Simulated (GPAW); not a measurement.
**Dielectric function and optical constants of TiO2 (Anatase)**

Wanted: where TiO2 (Anatase) starts to absorb, how strongly, and its refractive index.

Calculated with GPAW 26.7.0; DFT, LDA, plane-wave PAW (GPAW data sets), scalar-relativistic, RPA, optical limit.

### Step 1. The starting structure

Symmetry: I4_1/amd, No. 141, tetragonal system. Conventional cell: a = 3.784 Å, b = 3.784 Å, c = 9.515 Å, α = 90.00°, β = 90.00°, γ = 90.00°. Nearest to Ti lie 6 O at 1.93 to 1.98 Å. Nearest to O lie 3 Ti at 1.93 to 1.98 Å. Farther neighbours and most contacts between anions are not listed.

### Step 2. Ground state

First the ground state: is it a metal or has it a gap?

This step: DFT, LDA, plane-wave PAW (GPAW data sets), scalar-relativistic, ground state (GPAW 26.7.0).

The input, gs.py:

```python
from ase import Atoms
from ase.dft.bandgap import bandgap
from gpaw import GPAW, PW, FermiDirac

atoms = Atoms(['Ti', 'Ti', 'O', 'O', 'O', 'O'],
              cell=[[-1.892100000000, 1.892100000000, 4.757300000000],
                    [1.892100000000, -1.892100000000, 4.757300000000],
                    [1.892100000000, 1.892100000000, -4.757300000000]],
              scaled_positions=[[0.750000000000, 0.250000000000, 0.500000000000],
                                [0.000000000000, 0.000000000000, 0.000000000000],
                                [0.791900000000, 0.791900000000, 0.000000000000],
                                [0.541900000000, 0.041900000000, 0.500000000000],
                                [0.958100000000, 0.458100000000, 0.500000000000],
                                [0.208100000000, 0.208100000000, 0.000000000000]],
              pbc=[True, True, True])
atoms.calc = GPAW(mode=PW(500), xc='LDA', kpts={'size': (8, 8, 8), 'gamma': True},
                  occupations=FermiDirac(0.05), maxiter=150, txt='gs.txt')
print('energy (eV)', atoms.get_potential_energy())
print('Fermi level (eV)', atoms.calc.get_fermi_level())
print('valence electrons', atoms.calc.get_number_of_electrons())
print('gap (eV)', bandgap(atoms.calc, output=None)[0])
print('direct gap (eV)', bandgap(atoms.calc, direct=True, output=None)[0])
atoms.calc.write('gs.gpw')
```

Run with:

```bash
OMP_NUM_THREADS=1 python gs.py
```

Numbers of over 12 decimals in the logs are rounded to 6 here.

The log of the run:

```text
__  _  _
 | _ |_)|_||  |
 |__||  | ||/\| - 26.7.0

Versions:
  Python: 3.12.14
  ASE:    3.29.0
  Numpy:  2.5.5
  Scipy:  1.18.1
  Libxc:  7.0.0

Input parameters:
  mode=PW(ecut=500.0),
  kpts=MonkhorstPack(size=(8, 8, 8), gamma=True),
  maxiter=150,
  occupations=Occupations(name='fermi-dirac', width=0.05, fixmagmom=False),
  xc=XC(name='LDA')

Diagonalizing LCAO Hamiltonian
Converting LCAO to pw mode

       O

         O

         Ti

       O O

       Ti

Atoms  # Å, Bohr magnetons
|   | symbol |         x |         y |        z |    initial magnetic moments |
| 0 |     Ti |  0.000000 |  1.892100 | 2.378650 | ( 0.0000,  0.0000,  0.0000) |
| 1 |     Ti |  0.000000 |  0.000000 | 0.000000 | ( 0.0000,  0.0000,  0.0000) |
| 2 |      O | -0.000000 |  0.000000 | 7.534612 | ( 0.0000,  0.0000,  0.0000) |
| 3 |      O |  0.000000 |  1.892100 | 0.398662 | ( 0.0000,  0.0000,  0.0000) |
| 4 |      O |  0.000000 |  1.892100 | 4.358638 | ( 0.0000,  0.0000,  0.0000) |
| 5 |      O |  0.000000 | -0.000000 | 1.979988 | ( 0.0000,  0.0000,  0.0000) |

Unit cell  # Å
| periodic |         x |         y |         z |  lengths |     angles |
|      yes | -1.892100 |  1.892100 |  4.757300 | 5.458204 | 139.434593 |
|      yes |  1.892100 | -1.892100 |  4.757300 | 5.458204 | 139.434593 |
|      yes |  1.892100 |  1.892100 | -4.757300 | 5.458204 |  58.712803 |

Number of symmetries: 8
Symmetry operations  # r_c * U_cc + t_c -> r_c
|   | kind |            matrix            |
| 0 |  σ   |  1, 1, 1,  0, 0,-1,  0,-1, 0 |
| 1 |  E   |  1, 0, 0,  0, 1, 0,  0, 0, 1 |
| 2 |  C2  |  0, 1, 0,  1, 0, 0, -1,-1,-1 |
| 3 |  S4  |  0, 0, 1, -1,-1,-1,  0, 1, 0 |
| 4 |  σ   |  0, 0,-1,  1, 1, 1, -1, 0, 0 |
| 5 |  C2  |  0,-1, 0, -1, 0, 0,  0, 0,-1 |
| 6 |  C2  | -1, 0, 0,  0,-1, 0,  1, 1, 1 |
| 7 |  S4  | -1,-1,-1,  0, 0, 1,  1, 0, 0 |

BZ-sampling:
  Number of BZ points: 512
  Number of IBZ points: 59

  Monkhorst-Pack size: [8, 8, 8]
  Monkhorst-Pack shift: [0.0625, 0.0625, 0.0625]

K-points  # in reciprocal-cell coordinates
|     |                                coordinates |     weight |
|   0 | (  0.00000000,   0.00000000,   0.00000000) | 0.00195312 |
|   1 | (  0.12500000,  -0.12500000,   0.00000000) | 0.00781250 |
|   2 | (  0.12500000,  -0.12500000,   0.12500000) | 0.00781250 |
|   3 | (  0.12500000,   0.00000000,   0.00000000) | 0.01562500 |
|   4 | (  0.12500000,   0.12500000,  -0.12500000) | 0.00390625 |
|   5 | (  0.25000000,  -0.25000000,   0.00000000) | 0.00781250 |
|   6 | (  0.25000000,  -0.25000000,   0.12500000) | 0.01562500 |
|   7 | (  0.25000000,  -0.25000000,   0.25000000) | 0.00781250 |
|   8 | (  0.25000000,  -0.12500000,   0.00000000) | 0.03125000 |
|   9 | (  0.25000000,  -0.12500000,   0.12500000) | 0.01562500 |
| ... |                                            |            |
|  58 | (  0.50000000,   0.50000000,   0.50000000) | 0.00195312 |

Plane wave coefficients: 1744
Cutoff: 500.0 eV

Spin-components: 1 (collinear spins)
Bands:           33
Projectors:      32
Spin-degeneracy: 2
Datatype:        complex128

Parallelization:
  kpt:    1
  domain: 1
  band:   1

Density:
  Valence electrons: 48.0
  Components: 1
  Grid points: [30 30 30]
  Charge: 0.0  # |e|

Potential:
  Grid points: [30 30 30]

species:
  Ti:
    name:    Titanium
    id:
    Z:       22.0
    valence: 12
    core:    10
    charge:  0.0  # [|e|]
    compensation charges:
      type: gauss
      rc: 0.38  # [Å]
      lmax: 2
    cutoffs:
      filter: 2.23  # [Å]
      core: 1.02  # [Å]
    projectors
    | kind |    occ | energy [eV] | rcut [Å] |
    |   3s |  2.000 |     -62.257 |    1.270 |
    |   4s |  2.000 |      -4.593 |    1.270 |
    |   3p |  6.000 |     -38.791 |    1.058 |
    |   4p |  0.000 |      -1.536 |    1.058 |
    |   3d |  2.000 |      -4.463 |    1.058 |
    |    d |        |      22.748 |    1.058 |

    Using partial waves for Ti as LCAO basis

  O:
    name:    Oxygen
    id:
    Z:       8.0
    valence: 6
    core:    2
    charge:  0.0  # [|e|]
    compensation charges:
      type: gauss
      rc: 0.21  # [Å]
      lmax: 2
    cutoffs:
      filter: 1.17  # [Å]
      core: 0.83  # [Å]
    projectors
    | kind |    occ | energy [eV] | rcut [Å] |
    |   2s |  2.000 |     -23.752 |    0.688 |
    |   2p |  4.000 |      -9.195 |    0.598 |
    |    s |        |       3.459 |    0.688 |
    |    p |        |      18.016 |    0.598 |
    |    d |        |       0.000 |    0.619 |

    Using partial waves for O as LCAO basis

Reference energy: -54459.530392  # eV

eigensolver:
  PPCG
  Converge bands: occupied
  niter=2

density mixing:
  MSR1-Mixer
  Pratt-step length: 0.05
  Maximum mixing coefficient: 0.75
  Old densities: 10
  SVD Regularization: 0.005
  Good broyden scale: 1.0
  Trust region scale: 1.0
  Backstep threshold: 4.0
  History deletion threshold: 6.0
  Fourier metric: weight=20.0, sigma=0.015

occupation numbers:
  Fermi-Dirac:
    width: 0.0500  # eV

poisson solver:
  ecut: 4000.0  # eV

xc functional:
  name: None

convergence criteria:
- Maximum [total energy] change in last 3 cyles: 0.0005 eV / valence electron
- Maximum integral of absolute [dens]ity change: 0.0001 electrons / valence electron
- Maximum integral of absolute [eigenst]ate change: 4e-08 eV^2 / valence electron
maximum number of iterations: 150

SCF iterations
|iter     |      energy | eigst |  dens |
|iter:   1||  -64.394650 | -0.25 |       |
|iter:   2||  -61.615189 | -1.45 | -0.80 |
|iter:   3||  -56.275799 | +0.06 | -0.86 |
|iter:   4||  -55.842288 | -1.09 | -1.35 |
|iter:   5||  -55.786430 | -1.98 | -1.63 |
|iter:   6||  -55.773664 | -3.27 | -2.11 |
|iter:   7||  -55.773483c| -3.86 | -2.87 |
|iter:   8||  -55.773451c| -5.20 | -3.35 |
|iter:   9||  -55.773443c| -6.04 | -3.82 |
|iter:  10||  -55.773443c| -7.23 | -4.20c|
|iter:  11||  -55.773443c| -7.93c| -4.90c|

Converged in 11 steps
SCF loop duration: 121.955 s (11.087 s/step)
Energy contributions relative to reference atoms: (reference = -54459.530392)

Energy contributions:
  Kinetic:          43.510408
  Coulomb:         -52.178441
  Zero:              0.342448
  External:          0.000000
  Xc:              -47.447859
  Entropy:          -0.000000
  Spinorbit:         0.000000
  ----------------------------
  Free energy:     -55.773443
  Extrapolated:    -55.773443

dipole moment: (-26.601963, -6.892498, 11.281476)  # |e|*Ang

Fermi level: 4.768
Eigenvalues  # (at kpt = [0.000, 0.000, 0.000])
| band index |      eig [eV] | occ [0-2] |
|          0 |       -51.944 |     2.000 |
|        ... |               |           |
|         16 |         1.639 |     2.000 |
|         17 |         1.639 |     2.000 |
|         18 |         1.717 |     2.000 |
|         19 |         3.000 |     2.000 |
|         20 |         3.004 |     2.000 |
|         21 |         3.004 |     2.000 |
|         22 |         3.300 |     2.000 |
|         23 |         3.300 |     2.000 |
|         24 |         5.791 |     0.000 |
|         25 |         6.563 |     0.000 |
|         26 |         7.718 |     0.000 |
|         27 |         7.718 |     0.000 |
|         28 |         7.758 |     0.000 |
|         29 |         7.758 |     0.000 |
|         30 |         8.872 |     0.000 |
|         31 |         9.150 |     0.000 |
|         32 |        10.029 |     0.000 |

Gap: 2.059 eV
Transition (v -> c):
  (s=0, k=15, n=23, [0.38, -0.38, 0.00]) -> (s=0, k=0, n=24, [0.00, 0.00, 0.00])
Direct/indirect transitions are different
Direct gap: 2.361 eV
Transition at: (s=0, k=13, n=23, [0.25, 0.25, -0.25])

--- standard output ---
energy (eV) -55.773443
Fermi level (eV) 4.767768
valence electrons 48.0
gap (eV) 2.059177
direct gap (eV) 2.361102
```

Run time: 2.2 min. Hardware: 1 thread of Arm Neoverse V2, shared host; peak memory 0.26 GiB.

Read-outs, printed or worked out from the files:

| Property | Result |
| --- | --- |
| energy | -55.7734 eV |
| Fermi energy | 4.768 eV |
| gap on the k-mesh | 2.059 eV |
| direct gap on the mesh | 2.361 eV |
| electrons | 48 |

There is a gap, 2.06 eV on this mesh (points off the mesh can give less), so no carriers' term is needed.

### Step 3. Bands for the response

The response needs many more empty bands than the density does.

This step: DFT, LDA, plane-wave PAW (GPAW data sets), scalar-relativistic, bands at fixed density (GPAW 26.7.0).

The input, nscf.py:

```python
from ase.dft.bandgap import bandgap
from gpaw import GPAW, FermiDirac

calc = GPAW('gs.gpw').fixed_density(kpts={'size': (11, 11, 11), 'gamma': True}, nbands=62, convergence={'bands': 56},
                                    occupations=FermiDirac(0.001), txt='nscf.txt')
print('gap (eV)', bandgap(calc, output=None)[0])
print('direct gap (eV)', bandgap(calc, direct=True, output=None)[0])
print('top band over the Fermi level (eV)', min(calc.get_eigenvalues(kpt=k)[55] for k in range(len(calc.get_ibz_k_points()))) - calc.get_fermi_level())
calc.write('full.gpw', mode='all')
```

Run with:

```bash
OMP_NUM_THREADS=1 python nscf.py
```

The log of the run:

```text
Diagonalizing LCAO Hamiltonian
Converting LCAO to pw mode
convergence criteria:
- Maximum integral of absolute [eigenst]ate change: 4e-08 eV^2 / valence electron
maximum number of iterations: 150

SCF iterations
|iter     |      energy | eigst |  dens |
|iter:   1||             | +2.74 |       |
|iter:   2||             | +1.63 |       |
|iter:   3||             | +0.30 |       |
|iter:   4||             | -0.98 |       |
|iter:   5||             | -2.07 |       |
|iter:   6||             | -3.13 |       |
|iter:   7||             | -4.15 |       |
|iter:   8||             | -5.20 |       |
|iter:   9||             | -6.23 |       |
|iter:  10||             | -7.20 |       |
|iter:  11||             | -7.71c|       |
SCF steps: 11
  __  _  _
 | _ |_)|_||  |
 |__||  | ||/\| - 26.7.0

Versions:
  Python: 3.12.14
  ASE:    3.29.0
  Numpy:  2.5.5
  Scipy:  1.18.1
  Libxc:  7.0.0

Input parameters:
  mode=PW(ecut=500.0),
  convergence={'bands': 56},
  gpts=array([30, 30, 30]),
  kpts=MonkhorstPack(size=(11, 11, 11), gamma=True),
  maxiter=150,
  nbands=62,
  occupations=Occupations(name='fermi-dirac', width=0.001, fixmagmom=False),
  parallel={},
  xc=XC(name='LDA')

--- standard output ---
gap (eV) 2.019516
direct gap (eV) 2.364545
top band over the Fermi level (eV) 25.078534
```

Run time: 6.9 min. Hardware: 1 thread; peak memory 0.48 GiB.

Numbers from this step:

- gap on the k-mesh: 2.020 eV
- direct gap on the mesh: 2.365 eV

[end of part 1 of 2]

[Machine, clock and banner lines and Python warnings are left out of the logs.]

[Logs are printed without paths, hosts, clocks, repeated set-up lines and the standing remarks that a program may print on its own settings, such as how far it seeks lower states.]

[Hosts, paths, dates, database ids (printed as entryN), source tags and the programs' standing remarks are cut or masked in the printed files.]
